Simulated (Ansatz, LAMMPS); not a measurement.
## Aqueous K+ and SO4 2-, 2.4 mol of salt per kg of water at 280 K (155 atoms): support functions against a reference

Aim: test how closely localised support functions follow the reference on aqueous K+ and SO4 2-, 2.4 mol of salt per kg of water at 280 K (155 atoms), and at what cost. A setting counts as converged where the r.m.s. difference of forces stays under 1 % of the r.m.s. force.

Calculated with Ansatz 0.2.0; Kohn-Sham DFT, r2SCAN+D4, PAW (set soft_2), plane waves.

## Step 1: The structure

The cell holds 155 atoms: 55 O, 2 S, 94 H and 4 K. Its edges and angles: a = 11.515 Å, b = 11.515 Å, c = 11.515 Å, α = 90.0°, β = 90.0°, γ = 90.0°. 47 H2O, 4 K+, 2 SO4 2- placed at random, at 1.3 g/cm³; overlaps pushed apart, then 10 ps at 420 K with Joung-Cheatham ions (J. Phys. Chem. B 112, 9020 (2008)); MMFF94 bonds, angles, torsions, charges and radii (Halgren, J. Comput. Chem. 17, 490 (1996)) in harmonic and 12-6 forms; SPC/E water (Berendsen, Grigera and Straatsma, J. Phys. Chem. 91, 6269 (1987)); charges of ions scaled by 0.85. Snapshot after 20 ps at 280 K and fixed volume.

Limits known from the start: The network of contacts between molecules at the start is that of the classical potential that made the cell, and needn't be the one that DFT or experiment would give. The concentration wasn't checked against solubility and may exceed it. The density was typed from a rule of thumb and may lie off the real one at this temperature. The Brillouin zone is sampled at Γ only, in a cell whose shortest periodic width is 12 Å.

## Step 2: Making the structure

A classical potential supplies the starting structure, since it reaches far longer times than DFT.

This step: classical MD, Joung-Cheatham ions (J. Phys. Chem. B 112, 9020 (2008)); MMFF94 bonds, angles, torsions, charges and radii (Halgren, J. Comput. Chem. 17, 490 (1996)) in harmonic and 12-6 forms; SPC/E water (Berendsen, Grigera and Straatsma, J. Phys. Chem. 91, 6269 (1987)); charges of ions scaled by 0.85 (LAMMPS 22 Jul 2025 - Update 4).

Input file in.lmp:

```
# aqueous K+ and SO4 2-, 2.4 mol of salt per kg of water
units real
atom_style full
boundary p p p
bond_style harmonic
angle_style harmonic
dihedral_style opls
improper_style harmonic
special_bonds lj 0 0 0.5 coul 0 0 0.75
read_data data.lmp
neigh_modify delay 0 every 1 check yes one 4000
comm_modify cutoff 12.0
timestep 0.5
thermo_style custom step time temp pe press density
thermo_modify norm yes
# push overlapping molecules apart
pair_style soft 2.6
pair_coeff * * 0.0
variable a equal ramp(1,60)
fix ad all adapt 1 pair soft a * * v_a
velocity all create 420 370922 mom yes dist gaussian
fix lim all nve/limit 0.03
fix lan all langevin 420 420 50 370923 zero yes
thermo 1000
run 3000 post no
unfix ad
pair_style lj/cut/coul/long 9.0
pair_modify mix arithmetic tail yes
pair_coeff 1 1 0.0763 3.0960   # O
pair_coeff 2 2 0.2681 3.4180   # S
pair_coeff 3 3 0.1553 3.1660   # O
pair_coeff 4 4 0.0000 1.0000   # H
pair_coeff 5 5 0.4297 2.8384   # K
kspace_style pppm 1.0e-4
# [... 18 lines left out ...]
compute msd all msd com yes
thermo 5000
fix md all nvt temp 280 280 100
run 20000 post no
print "== T280: mean square displacement over the hold $(c_msd[4]:%.2f) A^2"
unfix md
uncompute msd
write_dump all custom T280.dump id type xs ys zs modify sort id
```

On the command line:

```bash
$ lmp -in in.lmp -log none -nocite
```

The program printed:

```text
LAMMPS (22 Jul 2025 - Update 4)
Reading data file ...
  orthogonal box = (0 0 0) to (11.51463 11.51463 11.51463)
  155 atoms
  orthogonal box = (0 0 0) to (11.51463 11.51463 11.51463)
  102 bonds
  59 angles
   Step          Time           Temp          PotEng         Press         Density
         0   0              420            0.6481502      3699.7312      1.3000001
      1000   500            369.66564      1.4218809      43161.916      1.3000001
      2000   1000           389.76329      1.2209156      52170.024      1.3000001
      3000   1500           441.39397      1.1963705      49676.551      1.3000001
Loop time of 0.170126 s on 1 MPI rank(s) for 3000 steps with 155 atoms
PPPM initialization ...
  G vector (1/distance) = 0.31063481
  grid = 8 8 8
  estimated relative force accuracy = 4.8381951e-05
   Step          Time           Temp          PotEng         Press         Density
      3000   1500           441.39397     -1.5229035      49093.108      1.3000001
[... 13 lines left out ...]
      2000   1000           416.36762     -6.7433113      1794.42        1.3000001
Loop time of 0.996722 s on 1 MPI rank(s) for 2000 steps with 155 atoms
   Step          Time           Temp          PotEng         Press         Density
      2000   1000           599.25807     -7.2448337     -8548.1248      1.3000001
[... 5 lines left out ...]
Loop time of 5.39601 s on 1 MPI rank(s) for 10000 steps with 155 atoms
   Step          Time           Temp          PotEng         Press         Density
[... 4 lines left out ...]
Loop time of 2.66932 s on 1 MPI rank(s) for 5000 steps with 155 atoms
   Step          Time           Temp          PotEng         Press         Density
[... 2 lines left out ...]
     25000   24000          275.72227     -7.5642951     -2788.873       1.3000001
     30000   29000          295.43976     -7.6369765      1142.6262      1.3000001
     35000   34000          249.15173     -7.4346901      3972.8729      1.3000001
     37000   36000          299.57462     -7.5171427      1198.2956      1.3000001
Loop time of 10.429 s on 1 MPI rank(s) for 20000 steps with 155 atoms
== T280: mean square displacement over the hold 13.06 A^2
```

Wall time 20 s (1 thread of Arm Neoverse V2, shared host); peak memory 0.13 GiB.

The input also reads data.lmp (atoms, bonds and types; not printed here).

## Step 3: Plane-wave single point

This run is the reference for what follows, at a cutoff of 500 eV.

Input file input.yaml:

```yaml
crystal:
  lattice:
    - [11.51463, 0.0, 0.0]
    - [0.0, 11.51463, 0.0]
    - [0.0, 0.0, 11.51463]
  atoms:
    - { symbol: O, position: [0.51294, 0.73988, 0.69652] }
    - { symbol: S, position: [0.39003, 0.72124, 0.70516] }
    - { symbol: O, position: [0.35301, 0.77426, 0.81281] }
    - { symbol: O, position: [0.33286, 0.77002, 0.60555] }
    - { symbol: O, position: [0.36446, 0.60103, 0.70381] }
    - { symbol: O, position: [0.25159, 0.11448, 0.71011] }
    - { symbol: S, position: [0.16, 0.20033, 0.70768] }
    - { symbol: O, position: [0.09021, 0.1999, 0.60546] }
    - { symbol: O, position: [0.08748, 0.17722, 0.80442] }
    - { symbol: O, position: [0.21144, 0.31601, 0.7174] }
    - { symbol: O, position: [0.0004, 0.69504, 0.09538] }
    - { symbol: H, position: [0.0688, 0.718, 0.04704] }
    - { symbol: H, position: [0.93986, 0.65899, 0.04462] }
    - { symbol: O, position: [0.11632, 0.12634, 0.01453] }
    - { symbol: H, position: [0.19096, 0.0861, 0.99578] }
    - { symbol: H, position: [0.08672, 0.16692, 0.94368] }
    - { symbol: O, position: [0.73564, 0.99753, 0.45388] }
    - { symbol: H, position: [0.79982, 0.98976, 0.3959] }
    - { symbol: H, position: [0.76612, 0.98011, 0.53332] }
    - { symbol: O, position: [0.57435, 0.43648, 0.94785] }
    - { symbol: H, position: [0.59013, 0.37006, 0.00153] }
    - { symbol: H, position: [0.49134, 0.4341, 0.92247] }
    - { symbol: O, position: [0.58514, 0.8087, 0.47386] }
    - { symbol: H, position: [0.57066, 0.76626, 0.54824] }
    - { symbol: H, position: [0.64612, 0.86924, 0.48648] }
    - { symbol: O, position: [0.97929, 0.36729, 0.87968] }
    - { symbol: H, position: [0.00278, 0.44419, 0.84687] }
    - { symbol: H, position: [0.0215, 0.3039, 0.83794] }
    - { symbol: O, position: [0.99656, 0.71216, 0.46923] }
    - { symbol: H, position: [0.96452, 0.63226, 0.48077] }
    - { symbol: H, position: [0.95656, 0.74996, 0.40205] }
    - { symbol: O, position: [0.77747, 0.92978, 0.67724] }
    [... 117 atom lines left out ...]
    - { symbol: H, position: [0.0045, 0.41413, 0.2054] }
    - { symbol: H, position: [0.95852, 0.54824, 0.20904] }
    - { symbol: K, position: [0.54478, 0.48689, 0.30285] }
    - { symbol: K, position: [0.17106, 0.50452, 0.62426] }
    - { symbol: K, position: [0.48776, 0.90015, 0.28373] }
    - { symbol: K, position: [0.88474, 0.03644, 0.00585] }
kpoints:
  mp_grid: { grid: [1, 1, 1] }
hamiltonian:
  xc: r2scan
  dispersion: d4
scf:
  occupations: { method: fixed }
output:
  forces: true
  stress: true
  populations: true
  dos:
    method: { smearing: { sigma: 0.1 } }
    de: 0.1
    projected: { site_lists: { H: [H], K: [K], O: [O], S: [S] } }
  eigenvalues: true
  write_density: true
  write_potential: true
  volumetric_format: npy
```

On the command line:

```bash
$ ansatz run input.yaml --threads 8 --pin off --max-ram 15872MiB --backend cpu --events-out ev --progress --plain --runs-dir out
```

The program printed:

```text
Engine: ansatz 0.2.0, aarch64-unknown-linux-gnu
Pseudopotentials: kind: paw
Pseudopotential: O, paw, valence charge 6, recommended cutoff 500 eV (meta_gga), O.paw.azcp
Pseudopotential: S, paw, valence charge 6, recommended cutoff 500 eV (meta_gga), S.paw.azcp
Pseudopotential: H, paw, valence charge 1, recommended cutoff 500 eV (meta_gga), H.paw.azcp
Pseudopotential: K, paw, valence charge 9, recommended cutoff 500 eV (meta_gga), K.paw.azcp
[... 6 lines on functional and potentials left out ...]
Crystal: 155 atoms, lattice volume = 1526.687 Å³
Basis set: ecut = 500 eV, 38641 PW (Γ), exchange–correlation on 360×360×360 points (64 copies of the dense FFT grid, shifted against one another)
Bands: 391, of which v1, the nominal top of the filled ones, is band 236 counted from 1 (235 counted from 0)
Symmetry: 1 space group operations
Space group: P1 (ITA 1), of the structure as read, at distance tolerance 1.2e-4 Å
k-points: 1
[... 12 lines on functional and potentials left out ...]
Initial density: superposition of atomic densities (neutral atoms: chi_scale 0, normalization atom), corrected by the library's trained network
Initial wavefunctions: pseudopotential atomic-orbital guess
Functional: x = r2scan, c = r2scan; τ floored in thin density (d = 2e-4 eV/Å³)
SCF iter   1: F=—  HF=-40776.309410 eV  |F-HF|=—  |Δ(HF+E_count)|=         —  Δρ=6.30e-3  dr2=5.56e-1  dr2_τ=7.57e0  ethr=1.77e-3  ⟨swp⟩=5.0  Hψ=1516  notcnv=0  defer=149
preconditioner: auto → Resta (q_TF=auto, 2.243 Å⁻¹)  ε∞=2.2  [insulator: Δε(μ)=4.839 eV  Ē_g=18.844 eV  n_scr=256 (ndim 8)  ℏωp=20.4 eV  f_vac=0.227  ε∞_Penn≈2.2]
SCF iter   2: F=—  HF=-40774.500630 eV  |F-HF|=—  |Δ(HF+E_count)|=    1.81e0  Δρ=3.64e-3  dr2=7.86e-2  dr2_τ=1.98e-2  ethr=1.18e-4  ⟨swp⟩=3.0  Hψ=691  notcnv=0  defer=153
SCF iter   3: F=—  HF=-40774.482898 eV  |F-HF|=—  |Δ(HF+E_count)|=   1.77e-2  Δρ=1.40e-3  dr2=1.88e-2  dr2_τ=1.57e-3  ethr=1.67e-5  ⟨swp⟩=3.0  Hψ=477  notcnv=0  defer=153
SCF iter   4: F=—  HF=-40774.495030 eV  |F-HF|=—  |Δ(HF+E_count)|=   1.21e-2  Δρ=2.32e-4  dr2=6.79e-4  dr2_τ=1.44e-4  ethr=3.98e-6  ⟨swp⟩=2.0  Hψ=410  notcnv=0  defer=153
SCF iter   5: F=—  HF=-40774.495268 eV  |F-HF|=—  |Δ(HF+E_count)|=   2.38e-4  Δρ=1.09e-4  dr2=1.52e-4  dr2_τ=1.88e-5  ethr=1.44e-7  ⟨swp⟩=3.0  Hψ=481  notcnv=0  defer=153
SCF iter   6: F=—  HF=-40774.495370 eV  |F-HF|=—  |Δ(HF+E_count)|=   1.02e-4  Δρ=4.85e-5  dr2=3.54e-5  dr2_τ=4.59e-6  ethr=3.23e-8  ⟨swp⟩=3.0  Hψ=481  notcnv=0  defer=148
SCF iter   7: F=—  HF=-40774.498668 eV  |F-HF|=—  |Δ(HF+E_count)|=   3.30e-3  Δρ=1.23e-5  dr2=2.52e-6  dr2_τ=2.27e-7  ethr=7.50e-9  ⟨swp⟩=3.0  Hψ=623  notcnv=0  defer=148
SCF iter   8: F=—  HF=-40774.498672 eV  |F-HF|=—  |Δ(HF+E_count)|=   4.25e-6  Δρ=8.70e-6  dr2=9.19e-7  dr2_τ=1.26e-7  ethr=5.35e-10  ⟨swp⟩=3.0  Hψ=545  notcnv=0  defer=148
SCF iter   9: F=-40774.498673 eV  HF=-40774.498673 eV  |F-HF|=1.38e-7  |Δ(HF+E_count)|=   3.54e-7  Δρ=1.52e-6  dr2=4.27e-8  dr2_τ=4.07e-9  ethr=2.12e-11  ⟨swp⟩=22.0  Hψ=4238  notcnv=0
SCF 1 converged in 9 iterations: F = -40774.498673 eV  dr2 = 4.27e-8
  greatest PAW one-centre occupation: 0.989 electrons in one spin orbital (limit 2), on the K atom at site 152 (counted from 0), in its partial waves of l = 0
WARN: The input density's exchange-correlation potential varies sharply where the density is thin. Do not read a vacuum level from v_tot or v_xc, or from such a field of the output density. On a cell that repeats whose density bears no net charge and no dipole along the vacuum's axis use v_es (v_loc + v_h of the components); [...]
SCF converged after 9 iterations
Free energy (F): -40774.498673 eV
Harris-Foulkes:  -40774.498673 eV  (|F-HF|=1.38e-7)
Internal energy: -40774.498673 eV  (E = F + TS)
E sigma→0 (E₀):  -40774.498673 eV
Fermi energy:    -1.401340 eV
--- Per-component energies (eV) ---
  E_band       = -4649.937876
  E_kinetic    = 12241.506909
  E_local      = -37385.643348  (includes V_loc(G=0)·N_el)
  E_nonlocal   = 2877.750736
  E_hartree    = 13639.776991
  E_xc         = -5561.820116
  E_vxc        = -7946.617889  (∫ρ·V_xc dr)
  E_paw        = -13254.044342  (= ΣΔE_a)
  E_vpaw       = -2252.514788  (= ΣTr[D̂ρ^β])
  E_aug_tail   = 0.017446  (compensation charges beyond the density's cutoff)
  E_vtau       = 536.015258  (kinetic-family band-sum trace: ∫τ·v_τ [+ j·A + Jᵃ·Aᵃ] dr)
  E_ewald      = -13326.407405
  E_disp       = -2.874519  (pairwise vdW)
  E_core_change = -2.761024  (= ΣΔE_core)
  E_smearing   = -0.000000  (= −TS)
  E_closure    = 0.000000  (closes the sum)
  Σ components = -40774.498673   (vs F -40774.498673, Δ=0.00e0)
--- Forces (eV/Å), atoms counted from 1 ---
  atom   1  O      2.81415997     0.11504978    -0.93338913
  atom   2  S     -0.68362710     1.38344491     0.26275090
  atom   3  O     -1.14384559     0.90786540     0.70087579
  atom   4  O     -1.18931900     1.56773706    -1.70334682
  atom   5  O     -0.87483727    -3.92304154     0.91253836
  atom   6  O      1.26428972    -0.91623301    -1.19335562
  atom   7  S      2.34088039     1.35377399     0.06743885
  atom   8  O     -1.82069954    -0.35461519    -2.71712225
  atom   9  O     -2.84250994    -0.04309309     2.87779133
  atom  10  O      0.60865483     0.76195325     0.44662390
  atom  11  O     -0.29335277     0.05727743    -0.66842928
  atom  12  H     -0.88275920    -0.40672563     0.47474644
  atom  13  H      0.96785054     0.28136161     0.42265110
  atom  14  O      0.24883278    -0.05837144     0.33436789
[...]
atom 154  K      0.04452683     0.18763005    -0.29829279
  atom 155  K     -0.25690450    -0.03617404    -0.04128558
  max |Σ_I F_I| component: 5.10e-5 eV/Å
--- Stress (GPa, compression-positive) ---
       -2.404062       0.368969       0.033884
        0.368970      -2.515223       0.142708
        0.033881       0.142709      -1.400686
  P = ⅓ Tr σ = -2.1067 GPa (-21.067 kbar)
--- Band table (eV) ---
  k-point 0: bands = ["-30.2171", "-30.1972", "-30.1505", "-30.0769", [... 375 levels ...], "12.0935", "12.1122", "12.1889", "12.2116", "12.2673", "12.3039", "12.3243", "12.3764", "12.4417", "12.4446", "12.4773", "12.5289"]
--- Löwdin populations: 155 sites ---
  site symbol       q [e]
     0      O      6.7642
     1      S      3.3457
     2      O      6.7835
[...]
154      K      8.1325
  spilling = 0.011139 (of n_electrons = 472.000000)
```

Elapsed: 32 s, on 8 threads of Arm Neoverse V2, shared host; peak memory 4.4 GiB; 4.1 min of CPU time.

The column dr2 measures how far the density is from self-consistency, as an energy; F and HF (Harris–Foulkes) agree once it is small.

The program notes that the exchange-correlation potential is rough where the density is thin.

Read from the output:

* free energy: -40774.4987 eV
* free energy per atom: -263.0613 eV/atom
* SCF cycles: 9
* pressure: -2.107 GPa
* r.m.s. force component: 0.7951 eV/Å
* longest force: 4.122 eV/Å
* Fermi energy: -1.401 eV
* gap (highest filled to lowest empty level): 4.782 eV
* spilling of the projection: 0.01114

Neighbours are counted within 1.21 Å (H-O), 3.27 Å (O-K), 1.88 Å (O-S).

Length of the force by element and coordination:

```tsv
element	coordination	atoms	mean length of the force (eV/Å)	spread	least	most
H	all	94	1.30	0.306	0.587	2.09
K	all	4	0.399	0.217	0.214	0.765
K	5	2	0.490	0.276	0.214	0.765
K	6	1	0.355	0	0.355	0.355
K	7	1	0.263	0	0.263	0.263
O	all	55	1.20	0.800	0.250	4.12
O	1	6	2.75	0.809	1.62	4.05
O	2	29	1.08	0.678	0.382	4.12
O	3	19	0.922	0.282	0.250	1.29
O	4	1	0.790	0	0.790	0.790
S	all	2	2.14	0.570	1.57	2.71
```

Löwdin charges by element and coordination (they lack the spilled electrons, 0.034 e an atom on average):

```tsv
element	coordination	atoms	mean charge (e)	spread	least	most
H	all	94	0.392	0.01	0.369	0.418
K	all	4	0.863	0.0059	0.853	0.868
K	5	2	0.860	0.0073	0.853	0.868
K	6	1	0.862	0	0.862	0.862
K	7	1	0.868	0	0.868	0.868
O	all	55	-0.734	0.0371	-0.868	-0.676
O	1	6	-0.787	0.0112	-0.799	-0.764
O	2	29	-0.723	0.0387	-0.868	-0.676
O	3	19	-0.734	0.0242	-0.793	-0.694
O	4	1	-0.745	0	-0.745	-0.745
S	all	2	2.65	0.0029	2.65	2.65
```

Density of states as counts of states in windows of 1 eV (from the Fermi level), total and the larger projections:

```tsv
from (eV)	to (eV)	total	O p	H s	K p
-18	-12	0.0	0.0	0.0	0.0
-12	-11	24.0	0.3	0.1	23.6
-11	-10	0.6	0.3	0.1	0.0
-10	-9	3.4	1.6	0.4	0.1
-9	-8	11.7	7.7	2.8	0.0
-8	-7	47.5	32.5	13.1	0.1
-7	-6	41.5	28.9	10.2	0.1
-6	-5	5.3	3.7	0.8	0.0
-5	-4	25.4	20.3	2.4	0.0
-4	-3	45.8	38.5	2.9	0.1
-3	-2	40.4	36.2	1.2	0.0
-2	-1	71.5	69.9	0.3	0.0
-1	0	36.2	35.7	0.1	0.0
0	1	0.6	0.6	0.0	0.0
1	4	0.0	0.0	0.0	0.0
4	5	2.0	0.0	0.9	0.0
```

With fixed occupations the program's Fermi level is the highest filled level; weight inside the gap is the broadening of levels at its edges.

Between -26 and -18 eV lie 110 more states.

The levels nearest the highest filled one (over half full), pooled over k-points and spins:

```tsv
level less the highest filled one (eV)	occupation
-0.667	2
-0.608	2
-0.527	2
-0.434	2
-0.337	2
0	2
4.78	0
6.17	0
6.27	0
6.31	0
6.40	0
6.53	0
```

Valence density in the bc plane at fractional x = 0.160, with atoms of S and H and O and K within 0.2 Å of it. It is the smooth field of the valence electrons, not physical close to the nuclei.

Ten steps, logarithmic in the rise over the least value, from '_' (0.0 e/Å³) to '@' (5.8 e/Å³), each cell a mean:
```
..--++****++--..______________........::==##%%%%**--..__________
__..::------::..______________________..==**%%%%**--..__________
______....::::..______________________..::==++==--..____________
______..--====--....____________________..........______________
____..::==++++==--::::::..______________________________________
__..::--++******++++**==--..________....________________________
__..::==++**==++######**==::::------::..________________________
__..::==++**++********++----++######++::________..::------....__
____..::==++****==----::::==##%%@@%%**--..______::==****++--..__
______..--==++++--::......--**%%%%%%**--________::==####**==::__
________::--====::..______..==++**++--..________..--==++==--..__
________..::==++--..________..::::::..____________....::::..____
________::==**##**--..________......____________________________
........--++%%@@%%++::____..::----::....__..........________....
::::..::==**%%@@%%++::....::==****==--......::::::....____..::::
::::....--==****++--..__..::++####++--..............____....::::
......__....::----::....__::==++++--::..____________________....
____________..::++++==::......::....____________________________
____________..--**####++--..____________________________________
____________..==##@@@@%%++::..__________________________________
________....::++##@@@@##==::......______________________________
____..::------++****++==::::::::::::..__________________________
__::==****++==::::::........::------::....::::::....____________
..--**%%%%##==::..__________..::::::::::--==++++==::____________
```
Columns run along b (11.5 Å), rows up along c (11.5 Å). Atoms in or near the plane, at fractional coordinates: S at (0.20, 0.71), H at (0.22, 0.48), H at (0.48, 0.34), O at (0.31, 0.17), H at (0.28, 0.25), H at (0.25, 0.11), K at (0.50, 0.62).

Electrostatic potential energy in the bc plane at fractional x = 0.160, with atoms of S and H and O and K within 0.2 Å of it. With pseudopotentials it is smooth inside the atoms' cores, unlike the true potential.

Values in eV, 13 rows by 16 columns, each cell a mean:
```
  4  -4  -3   4   5   5   5   6   6   5  -4 -29   0   6   6   5
  5   5   4   4   5   5   5   5   5   5   5   2   5   6   6   5
  5   4  -3  -9   0   4   5   4   5   5   5   5   5   6   5   5
  5   1 -27 -34 -21  -9   3  -1  -4   2   5   5   5   5   5   5
  6   3 -12 -23  -6   2   0 -26 -34  -9   3   4   2  -9   1   6
  6   5   3   0   3   4   1 -15 -22  -4   3   4   2  -9   1   6
  6   5   2 -19  -4   4   4   3   3   3   4   5   6   6   6   6
  6   4  -4 -33 -14   5   5   2   1   4   4   5   6   6   5   6
  6   4   1  -6   0   4   3 -18  -7   4   4   5   6   5   3   4
  5   5   4   2 -20  -1   4   3   4   5   5   5   5   5   5   5
  5   5   5   2 -25 -27   4   5   5   6   5   5   5   5   5   5
  5   4   4  -8 -23  -9   4   4   5   6   5   5   5   6   5   5
  3 -14 -16   3   3   5   5   5   6   5   2   0   5   6   6   5
```
Columns run along b (11.5 Å; values clipped at the 3rd and 97th percentile), rows up along c (11.5 Å). Atoms in or near the plane, at fractional coordinates: S at (0.20, 0.71), H at (0.22, 0.48), H at (0.48, 0.34), O at (0.31, 0.17), H at (0.28, 0.25), H at (0.25, 0.11), K at (0.50, 0.62).

Mean Löwdin charges: H +0.39, K +0.86, O -0.73, S +2.65 e (they miss 1.1 % of the electrons, so they add up to more than the cell's charge). The largest share in the top eV of filled states is O p (99 % of the projected weight), and in the lowest eV of empty states H s (47 % of the projected weight).

(Part 1 of 2 ends here.)

[Logs are printed without paths, hosts, clocks, repeated set-up lines and the standing remarks that a program may print on its own settings, such as how far it seeks lower states.]

[Hosts, paths, dates, database ids (printed as entryN), source tags and the programs' standing remarks are cut or masked in the printed files.]

[The MMFF94 radii named for the starting cell were scaled by 0.96; in molecules described by MMFF94, hydrogen bound to N, O or S took a small fixed 12-6 site in their place.]
